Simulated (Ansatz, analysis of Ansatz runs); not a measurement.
# Can an added hole hop between Mn atoms in Li2MnF5 (C2/c)?, part 2 of 3

Aim: the energy barrier that a trapped hole meets when it moves from one Mn atom to another one nearby in Li2MnF5 (C2/c). The model is a cell of 64 host atoms.

Ansatz 0.2.0; plane-wave PAW DFT, PBEsol+U; relaxation of all atoms of a supercell at fixed charge in a uniform background; PAW set soft_1.

So far. Step 2 (The cell without the carrier): The largest displacement from an ideal site is 0.011 Å.

## 3. The hole on the first site

The nearest neighbour or neighbours of the site start displaced and the site's starting moment is changed by the carrier's spin, since a carrier doesn't trap itself in the undistorted lattice.

Input file A.relax/input.yaml:

```yaml
crystal:
  lattice:
    - [-2.81247804, 4.98286665, 6.85548075]
    - [7.18059468, 0.0, 6.83994485]
    - [9.99307272, 4.98286665, -0.01553589]
  atoms:
    - { symbol: Li, position: [0.29868, 0.940723, 0.19291] }
    - { symbol: Li, position: [0.298606, 0.940096, 0.693338] }
    - { symbol: Li, position: [0.798634, 0.440683, 0.193037] }
    - { symbol: Li, position: [0.798748, 0.441048, 0.692661] }
    - { symbol: Li, position: [0.05792, 0.681854, 0.451874] }
    - { symbol: Li, position: [0.057731, 0.681577, 0.952018] }
    - { symbol: Li, position: [0.55757, 0.181623, 0.452014] }
    - { symbol: Li, position: [0.557702, 0.181762, 0.951804] }
    - { symbol: Li, position: [0.202026, 0.558799, 0.307597] }
    - { symbol: Li, position: [0.201957, 0.558868, 0.807527] }
    - { symbol: Li, position: [0.701951, 0.058622, 0.307881] }
    - { symbol: Li, position: [0.701951, 0.058646, 0.807717] }
    - { symbol: Li, position: [0.442912, 0.817971, 0.048512] }
    - { symbol: Li, position: [0.442938, 0.817668, 0.548787] }
    - { symbol: Li, position: [0.942636, 0.317535, 0.048727] }
    - { symbol: Li, position: [0.94318, 0.317827, 0.548565] }
    - { symbol: Mn, position: [0.250256, 0.24962, 0.250351], spin: 4.0 }
    - { symbol: Mn, position: [0.250374, 0.249729, 0.750197], spin: 4.0 }
    - { symbol: Mn, position: [0.75037, 0.74987, 0.250283], spin: 4.0 }
    - { symbol: Mn, position: [0.750315, 0.749655, 0.750412], spin: 4.0 }
    - { symbol: Mn, position: [0.000382, -0.000254, 0.000222], spin: 4.0 }
    - { symbol: Mn, position: [0.000305, -0.000258, 0.500284], spin: 4.0 }
    - { symbol: Mn, position: [0.500338, 0.499616, 0.000482], spin: 4.0 }
    - { symbol: Mn, position: [0.500449, 0.499735, 0.500236], spin: 3.0 }
    - { symbol: F, position: [0.484213, 0.265817, 0.234298] }
    - { symbol: F, position: [0.485118, 0.276699, 0.723217] }
    - { symbol: F, position: [0.984316, 0.766, 0.234158] }
    - { symbol: F, position: [0.984128, 0.765824, 0.73412] }
    - { symbol: F, position: [0.016349, 0.233665, 0.26637] }
    - { symbol: F, position: [0.016471, 0.233726, 0.766385] }
    - { symbol: F, position: [0.515651, 0.722798, 0.277233] }
    - { symbol: F, position: [0.516525, 0.733398, 0.766579] }
    - { symbol: F, position: [0.290918, 0.665432, 0.414646] }
    - { symbol: F, position: [0.278924, 0.674899, 0.909903] }
    - { symbol: F, position: [0.778891, 0.174905, 0.40993] }
    - { symbol: F, position: [0.779017, 0.17479, 0.90995] }
    - { symbol: F, position: [0.16006, 0.386365, 0.028929] }
    - { symbol: F, position: [0.15995, 0.386297, 0.528871] }
    - { symbol: F, position: [0.659986, 0.88654, 0.028862] }
    - { symbol: F, position: [0.659931, 0.886216, 0.529023] }
    - { symbol: F, position: [0.221743, 0.824501, 0.090647] }
    - { symbol: F, position: [0.221704, 0.8244, 0.590795] }
    - { symbol: F, position: [0.721754, 0.324489, 0.090876] }
    - { symbol: F, position: [0.709971, 0.3341, 0.585779] }
    - { symbol: F, position: [0.34054, 0.112859, 0.471781] }
    - { symbol: F, position: [0.340745, 0.113039, 0.971575] }
    - { symbol: F, position: [0.840718, 0.613348, 0.471633] }
    - { symbol: F, position: [0.84066, 0.613122, 0.971762] }
    - { symbol: F, position: [0.058979, 0.090045, 0.089539] }
    - { symbol: F, position: [0.05888, 0.089972, 0.589607] }
    - { symbol: F, position: [0.558835, 0.590146, 0.089565] }
    - { symbol: F, position: [0.555814, 0.58525, 0.584738] }
    - { symbol: F, position: [0.339509, 0.011454, 0.308925] }
    - { symbol: F, position: [0.339533, 0.011537, 0.808764] }
    - { symbol: F, position: [0.839694, 0.511722, 0.308831] }
    - { symbol: F, position: [0.839636, 0.511451, 0.809006] }
    - { symbol: F, position: [0.444969, 0.41405, 0.415942] }
    - { symbol: F, position: [0.441851, 0.409273, 0.911238] }
    - { symbol: F, position: [0.941832, 0.909473, 0.410969] }
    - { symbol: F, position: [0.941846, 0.909501, 0.910836] }
    - { symbol: F, position: [0.1611, 0.487806, 0.191812] }
    - { symbol: F, position: [0.161322, 0.487895, 0.691661] }
    - { symbol: F, position: [0.661079, 0.988021, 0.191695] }
    - { symbol: F, position: [0.661017, 0.987855, 0.691801] }
total_charge: 1
basis:
  ecutwfc: 420
  xc_grid: 2
hamiltonian:
  xc: pbesol
  hubbard:
    sites: [{ species: Mn, l: d, u_eff: 4.0 }]
    projectors: ortho-atomic
  pseudopotentials: { kind: paw, azcp: { folder: soft_1 }, xc_functional: pbe }
kpoints:
  mp_grid: { grid: [1, 1, 1] }
magnetization:
  spin_polarized: true
  initial_magnetization: 31
  spin_locking: { lock_magnetization: hard }
scf:
  occupations: { method: fermi_dirac, width: 0.01 }
  max_iter: 120
  lower_state_search: "off"
output:
  forces: true
relax:
  f_tol: 0.015
  max_steps: 70
  escape_saddle: false
checkpoint:
  write: "../A.relax.run"
  compress: false
  write_wavefunctions: true
  write_every: 100000
```

Started as:

```
ansatz run input.yaml --threads 4 --pin off --max-ram 9420MiB --backend cpu --events-out ev --progress --plain --runs-dir out
```

Numbers of over 12 decimals in the logs are rounded to 6 here.

The log of the run:

```text
[...]
Crystal: 64 atoms, lattice volume = 682.290 Å³
Basis set: ecut = 420 eV, 13355 PW (Γ), exchange–correlation on 120×144×150 points (8 copies of the dense FFT grid, shifted against one another)
Bands: 303, of which v1, the nominal top of the filled ones, is band 224 counted from 1 (223 counted from 0)
Symmetry: 1 space group operations
[...]
k-points: 1
[...]
Starting moments: Σ|m| = 31 μB on 8 of 64 sites
[...]
SCF iter   1: F=—  HF=-66471.665118 eV  |F-HF|=—  |Δ(HF+E_count)|=         —  Δρ=4.38e-1 (↑1.52e-1 ↓4.38e-1)  dr2=2.49e3  dr2_m=1.33e2  M=31.000 μB ∫|m|=31.015 μB  β_m=0.30  ethr=3.10e-3  ⟨swp⟩=6.0  Hψ=2237  notcnv=0  defer=34
[...]
SCF iter  17: F=-66266.532051 eV  HF=-66266.532052 eV  |F-HF|=1.61e-6  |Δ(HF+E_count)|=   1.82e-6  Δρ=1.59e-5 (↑1.59e-5 ↓7.55e-6)  dr2=2.86e-6  dr2_m=3.19e-7  M=31.000 μB ∫|m|=32.769 μB  ethr=1.26e-9  ⟨swp⟩=2.0  Hψ=1542  notcnv=0
SCF 1 converged in 17 iterations: F = -66266.532051 eV  dr2 = 2.86e-6
[...]
relax step   1: F+E_penalty+E_count = -66266.53205069 eV  Δ(F+E_penalty+E_count) = +0.000e0 eV  max|allowed force component| = 1.176e0 eV/Å  Δτ_max = 0.0000 Å  (17 SCF iters, dr2 threshold 5.63e-6 eV, accepted)
[...]
relax step   2: F+E_penalty+E_count = -66266.74463248 eV  Δ(F+E_penalty+E_count) = -2.126e-1 eV  max|allowed force component| = 6.335e-1 eV/Å  Δτ_max = 0.0349 Å  (10 SCF iters, dr2 threshold 8.64e-5 eV, accepted)
relax step   3: F+E_penalty+E_count = -66266.87888433 eV  Δ(F+E_penalty+E_count) = -1.343e-1 eV  max|allowed force component| = 2.413e-1 eV/Å  Δτ_max = 0.0597 Å  (14 SCF iters, dr2 threshold 2.51e-5 eV, accepted)
relax step   4: F+E_penalty+E_count = -66266.96037118 eV  Δ(F+E_penalty+E_count) = -8.149e-2 eV  max|allowed force component| = 4.241e-1 eV/Å  Δτ_max = 0.0751 Å  (9 SCF iters, dr2 threshold 8.44e-6 eV, accepted)
relax step   5: F+E_penalty+E_count = -66266.68066536 eV  Δ(F+E_penalty+E_count) = +2.797e-1 eV  max|allowed force component| = 1.730e0 eV/Å  Δτ_max = 0.1928 Å  (7 SCF iters, dr2 threshold 2.61e-5 eV, rejected (line search))
relax step   6: F+E_penalty+E_count = -66267.04097704 eV  Δ(F+E_penalty+E_count) = -8.061e-2 eV  max|allowed force component| = 1.900e-1 eV/Å  Δτ_max = 0.0504 Å  (12 SCF iters, accepted)
relax step   7: F+E_penalty+E_count = -66267.05323754 eV  Δ(F+E_penalty+E_count) = -1.226e-2 eV  max|allowed force component| = 1.844e-1 eV/Å  Δτ_max = 0.0308 Å  (7 SCF iters, dr2 threshold 7.24e-6 eV, accepted)
relax step   8: F+E_penalty+E_count = -66267.04122527 eV  Δ(F+E_penalty+E_count) = +1.201e-2 eV  max|allowed force component| = 1.265e-1 eV/Å  Δτ_max = 0.0586 Å  (8 SCF iters, dr2 threshold 6.83e-6 eV, rejected (line search))
relax step   9: F+E_penalty+E_count = -66267.06176373 eV  Δ(F+E_penalty+E_count) = -8.526e-3 eV  max|allowed force component| = 2.034e-2 eV/Å  Δτ_max = 0.0245 Å  (9 SCF iters, accepted)
SCF iter   1: F=—  HF=-66267.061680 eV  |F-HF|=—  |Δ(HF+E_count)|=         —  Δρ=3.11e-4 (↑3.11e-4 ↓2.39e-4)  dr2=6.65e-4  dr2_m=6.39e-5  M=31.000 μB ∫|m|=32.714 μB  β_m=0.30  ethr=1.63e-6  ⟨swp⟩=4.0  Hψ=1369  notcnv=0  defer=119
[...]
SCF iter   7: F=-66267.062360 eV  HF=-66267.062360 eV  |F-HF|=5.76e-9  |Δ(HF+E_count)|=   2.43e-7  Δρ=3.06e-6 (↑3.06e-6 ↓2.06e-6)  dr2=7.70e-8  dr2_m=8.24e-9  M=31.000 μB ∫|m|=32.712 μB  ethr=2.24e-11  ⟨swp⟩=3.0  Hψ=1508  notcnv=0
SCF 10 converged in 7 iterations: F = -66267.062360 eV  dr2 = 7.70e-8
relax step  10: F+E_penalty+E_count = -66267.06236024 eV  Δ(F+E_penalty+E_count) = -5.965e-4 eV  max|allowed force component| = 8.041e-3 eV/Å  Δτ_max = 0.0068 Å  (7 SCF iters, accepted)
NSCF: frozen V_eff on 1 k-points
[...]
SCF converged after 7 iterations
[...]
Magnetization: 31.0000 μB (239.0000 up, 208.0000 down)
Absolute magnetization: 32.8085 μB (∫|ρ↑−ρ↓|, with the PAW one-centre terms)
[...]
Per-site moments (μB) at R_I (Å): [(0.000874343, 0.770532), (0.000953931, 0.795779), (0.000896633, 0.789408), [... 61 left out ...]
Free energy (F): -66267.062360 eV
[...]
Internal energy: -66267.062360 eV  (E = F + TS)
E sigma→0 (E₀):  -66267.062360 eV
Fermi energy:    3.536971 (↑ 3.536971, ↓ 3.267700) eV
[...]
--- Forces (eV/Å), atoms counted from 1 ---
  atom   1  Li     0.00061371     0.00012605     0.00340604
  atom   2  Li     0.00101947     0.00157934     0.00020737
  [... 2 atoms left out ...]
  atom   5  Li     0.00588667     0.00135588     0.00156242
  [... 3 atoms left out ...]
  atom   9  Li    -0.00618539    -0.00104386    -0.00315417
  [... 8 atoms left out ...]
  atom  18  Mn     0.00055196     0.00148147    -0.00804134
  [... 5 atoms left out ...]
  atom  24  Mn    -0.00010530     0.00006562     0.00007676
  [... 1 atom left out ...]
  atom  26  F     -0.00269780    -0.00182187     0.00684517
  [... 6 atoms left out ...]
  atom  33  F      0.00160157     0.00052547    -0.00360451
  [... 4 atoms left out ...]
  atom  38  F     -0.00299702    -0.00393624     0.00101558
  [... 13 atoms left out ...]
  atom  52  F     -0.00110031     0.00078260     0.00108085
  [... 4 atoms left out ...]
  atom  57  F      0.00113018    -0.00078680    -0.00107826
  [... 4 atoms left out ...]
  atom  62  F     -0.00151875    -0.00238235    -0.00150605
  [... 2 atoms left out ...]
  max |Σ_I F_I| component: 2.74e-6 eV/Å
--- Band table (eV) ---
[...]
Occupation matrices written to <dir>
--- Relaxed structure (10 steps of the walk, 8 accepted, 0 SCFs on fresh bases) ---
  F+E_penalty+E_count = -66267.06236024 eV   max|allowed force component| = 8.041e-3 eV/Å
  atoms:
    - { symbol: Li, position: [0.288289, 0.961786, 0.179481] }
    - { symbol: Li, position: [0.298415, 0.938588, 0.692221] }
    [... 2 atoms left out ...]
    - { symbol: Li, position: [0.049693, 0.682859, 0.454859] }
    [... 3 atoms left out ...]
    - { symbol: Li, position: [0.196035, 0.553246, 0.310106] }
    [... 8 atoms left out ...]
    - { symbol: Mn, position: [0.244859, 0.252171, 0.748674] }
    [... 5 atoms left out ...]
    - { symbol: Mn, position: [0.500344, 0.499714, 0.500310] }
    [... 1 atom left out ...]
    - { symbol: F, position: [0.477274, 0.300667, 0.697698] }
    [... 6 atoms left out ...]
    - { symbol: F, position: [0.284932, 0.665468, 0.419091] }
    [... 4 atoms left out ...]
    - { symbol: F, position: [0.156471, 0.387405, 0.527789] }
    [... 13 atoms left out ...]
    - { symbol: F, position: [0.558106, 0.584140, 0.590739] }
    [... 4 atoms left out ...]
    - { symbol: F, position: [0.442585, 0.415287, 0.409883] }
    [... 4 atoms left out ...]
    - { symbol: F, position: [0.158686, 0.487452, 0.692005] }
    [... 2 atoms left out ...]
```

It took 100 s on 4 threads of Arm Neoverse V2, shared host; peak memory 1.6 GiB.

Relaxation path:

| step | energy less that of the first step (eV) | largest force component (eV/Å) |
| --- | --- | --- |
| 1 | 0.0000 | 1.1757 |
| 2 | -0.2126 | 0.6335 |
| 3 | -0.3468 | 0.2413 |
| 4 | -0.4283 | 0.4241 |
| 5 | -0.1486 | 1.7303 |
| 6 | -0.5089 | 0.1900 |
| 7 | -0.5212 | 0.1844 |
| 8 | -0.5092 | 0.1265 |
| 9 | -0.5297 | 0.0203 |
| 10 | -0.5303 | 0.0080 |

Relaxation steps 5, 8 were tried and not accepted.

The atoms that moved most (Å):

| atom | dx | dy | dz | length |
| --- | --- | --- | --- | --- |
| F31 | 0.062 | 0.167 | -0.112 | 0.210 |
| F26 | -0.061 | -0.166 | 0.111 | 0.209 |
| Li1 | 0.046 | -0.119 | 0.073 | 0.147 |
| Li12 | -0.046 | 0.119 | -0.072 | 0.147 |
| Li8 | 0.098 | 0.086 | 0.038 | 0.136 |
| Li13 | -0.098 | -0.084 | -0.039 | 0.134 |
| F41 | 0.057 | 0.027 | 0.091 | 0.111 |
| F36 | -0.056 | -0.027 | -0.090 | 0.110 |

The moves above count from the input, in which the site's nearest neighbours were already displaced; the distances below compare with the cell without the carrier.

Distances from Mn24 without and with the hole:

| atom | without (Å) | with (Å) |
| --- | --- | --- |
| F44 | 1.86 | 1.81 |
| F33 | 1.86 | 1.81 |
| F52 | 1.86 | 1.82 |
| F57 | 1.86 | 1.82 |
| F31 | 2.15 | 1.86 |
| F26 | 2.15 | 1.86 |

The largest changes of the moments are -0.71 μB on Mn24, -0.08 μB on F31 and -0.08 μB on F26. The largest part sits on the chosen site.

## 4. The hole on the second site

The same start is made on the second site, to get the end of the hop.

Input file B.relax/input.yaml:

```yaml
crystal:
  lattice:
    - [-2.81247804, 4.98286665, 6.85548075]
    - [7.18059468, 0.0, 6.83994485]
    - [9.99307272, 4.98286665, -0.01553589]
  atoms:
    - { symbol: Li, position: [0.29868, 0.940723, 0.19291] }
    - { symbol: Li, position: [0.298606, 0.940096, 0.693338] }
[... 15 atom lines left out ...]
    - { symbol: Mn, position: [0.250374, 0.249729, 0.750197], spin: 3.0 }
[... 5 atom lines left out ...]
    - { symbol: Mn, position: [0.500449, 0.499735, 0.500236], spin: 4.0 }
[... 1 atom line left out ...]
    - { symbol: F, position: [0.473431, 0.265047, 0.734905] }
[... 6 atom lines left out ...]
    - { symbol: F, position: [0.27905, 0.67483, 0.409857] }
[... 4 atom lines left out ...]
    - { symbol: F, position: [0.164739, 0.379038, 0.540738] }
[... 23 atom lines left out ...]
    - { symbol: F, position: [0.166201, 0.475118, 0.69481] }
[... 1 atom line left out ...]
    - { symbol: F, position: [0.661017, 0.987855, 0.691801] }
total_charge: 1
basis:
  ecutwfc: 420
  xc_grid: 2
hamiltonian:
  xc: pbesol
  hubbard:
    sites: [{ species: Mn, l: d, u_eff: 4.0 }]
    projectors: ortho-atomic
  pseudopotentials: { kind: paw, azcp: { folder: soft_1 }, xc_functional: pbe }
kpoints:
  mp_grid: { grid: [1, 1, 1] }
magnetization:
  spin_polarized: true
  initial_magnetization: 31
  spin_locking: { lock_magnetization: hard }
scf:
  occupations: { method: fermi_dirac, width: 0.01 }
  max_iter: 120
  lower_state_search: "off"
output:
  forces: true
relax:
  f_tol: 0.015
  max_steps: 70
  escape_saddle: false
checkpoint:
  write: "../B.relax.run"
  compress: false
  write_wavefunctions: true
  write_every: 100000
```

The log of the run:

```text
[...]
Crystal: 64 atoms, lattice volume = 682.290 Å³
Basis set: ecut = 420 eV, 13355 PW (Γ), exchange–correlation on 120×144×150 points (8 copies of the dense FFT grid, shifted against one another)
Bands: 303, of which v1, the nominal top of the filled ones, is band 224 counted from 1 (223 counted from 0)
Symmetry: 1 space group operations
[...]
k-points: 1
[...]
Starting moments: Σ|m| = 31 μB on 8 of 64 sites
[...]
SCF iter   1: F=—  HF=-66471.661391 eV  |F-HF|=—  |Δ(HF+E_count)|=         —  Δρ=4.38e-1 (↑1.52e-1 ↓4.38e-1)  dr2=2.49e3  dr2_m=1.33e2  M=31.000 μB ∫|m|=31.015 μB  β_m=0.30  ethr=3.10e-3  ⟨swp⟩=6.0  Hψ=2236  notcnv=0  defer=34
[...]
F+E_penalty+E_count = -66267.06197494 eV   max|allowed force component| = 1.284e-2 eV/Å
  atoms:
    - { symbol: Li, position: [0.295170, 0.936439, 0.201336] }
    - { symbol: Li, position: [0.297930, 0.938360, 0.691046] }
[...]
- { symbol: Li, position: [0.059158, 0.690480, 0.446122] }
[...]
- { symbol: Li, position: [0.205524, 0.562994, 0.299275] }
[...]
- { symbol: Mn, position: [0.250348, 0.249713, 0.750308] }
[...]
- { symbol: Mn, position: [0.498856, 0.504492, 0.494744] }
    [... 1 atom left out ...]
    - { symbol: F, position: [0.447782, 0.274100, 0.727507] }
[...]
- { symbol: F, position: [0.277777, 0.678012, 0.406569] }
[...]
- { symbol: F, position: [0.169349, 0.379986, 0.535094] }
    [... 15 atoms left out ...]
    - { symbol: F, position: [0.340693, 0.017025, 0.808284] }
    [... 2 atoms left out ...]
    - { symbol: F, position: [0.442511, 0.411660, 0.408865] }
    [... 4 atoms left out ...]
    - { symbol: F, position: [0.160000, 0.482401, 0.692330] }
    [... 2 atoms left out ...]
[key lines of the parts left out:]
SCF converged after 8 iterations
Magnetization: 31.0000 μB (239.0000 up, 208.0000 down)
Free energy (F): -66267.061975 eV
Fermi energy:    3.540607 (↑ 3.540607, ↓ 3.270145) eV
```

It took 89 s on 4 threads; peak memory 1.6 GiB.

Distances from Mn18 without and with the hole:

| atom | without (Å) | with (Å) |
| --- | --- | --- |
| F46 | 1.86 | 1.81 |
| F38 | 1.86 | 1.81 |
| F54 | 1.86 | 1.82 |
| F62 | 1.86 | 1.82 |
| F30 | 2.15 | 1.85 |
| F26 | 2.15 | 1.85 |

The largest changes of the moments are -0.72 μB on Mn18, -0.08 μB on F30 and -0.08 μB on F26. The largest part sits on the chosen site.

[end of part 2 of 3]

[Logs are printed without paths, hosts, clocks, repeated set-up lines and the standing remarks that a program may print on its own settings, such as how far it seeks lower states.]

[Hosts, paths, dates, database ids (printed as entryN), source tags and the programs' standing remarks are cut or masked in the printed files.]
